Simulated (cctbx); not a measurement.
# Absolute structure of BaSmCo4S7

Space group P6_3mc (no. 186), a = 7.5990 Å, b = 7.5990 Å, c = 12.3670 Å, α = 90.00°, β = 90.00°, γ = 120.00°.

| atom | mult. | x | y | z | Ueq (Å²) |
| --- | --- | --- | --- | --- | --- |
| Sm1 | 2 | 1/3 | 2/3 | 0.3747 | 0.0099 |
| Ba1 | 2 | 1/3 | 2/3 | 0.9810 | 0.0085 |
| Co1 | 2 | 0 | 0 | 0.9411 | 0.0138 |
| Co2 | 6 | 0.8288 | 0.6577 | 0.1823 | 0.0117 |
| S1 | 6 | 0.4919 | 0.5081 | 0.7579 | 0.0165 |
| S2 | 2 | 0 | 0 | 0.7393 | 0.0147 |
| S3 | 6 | 0.8354 | 0.6708 | 0.0004 | 0.0146 |

The model is made up (kin elements in a known structure type, no relaxation), so it says nothing on whether the phase exists.

Data sets are simulated with cctbx and refined with Bijvoet mates kept apart; Flack x is then fitted as the share of an inverted twin with the atoms fixed, Hooft y from the Bijvoet differences. The group is acentric but holds improper operations, so there is an absolute structure (orientation) and no hand.

Untwinned crystal. What Flack and Hooft values should come out?

| λ (Å) | extinction (unmodelled) | d min (Å) | top counts | error (%) | model | R1 | Flack x | s.u. | Hooft y | s.u. | pairs |
| --- | --- | --- | --- | --- | --- | --- | --- | --- | --- | --- | --- |
| 0.71073 | 0 | 0.77 | 40000 | 2 | as given | 0.0068 | 0.004 | 0.013 | 0.015 | 0.011 | 278 |
| 0.71073 | 0 | 0.77 | 40000 | 2 | inverted | 0.0273 | 0.979 | 0.015 | 0.994 | 0.011 | 278 |
| 1.54184 | 0 | 0.83 | 5000 | 2 | as given | 0.0188 | 0.005 | 0.011 | 0.006 | 0.008 | 222 |

With Mo Kα, x is within 3 s.u. of 0, so the absolute structure is right. With Cu Kα, x is within 3 s.u. of 0, so the absolute structure is right. Inverting the model turns x into about 1 − x.

A further crystal gives:

```
  λ (Å)  extinction (unmodelled)  d min (Å)  top counts  error (%)     model      R1  Flack x  s.u.  Hooft y   s.u.  pairs
0.71073                        0       0.75       20000        1.5  as given  0.0240     0.75  0.03    0.764  0.016    297
```

**Question.** What is it?

It was simulated as an inversion twin with a fraction 0.8 of the inverted domain. Flack x is over 3 s.u. from both 0 and 1 and reads that fraction.

[Logs are printed without paths, hosts, clocks, repeated set-up lines and the standing remarks that a program may print on its own settings, such as how far it seeks lower states.]
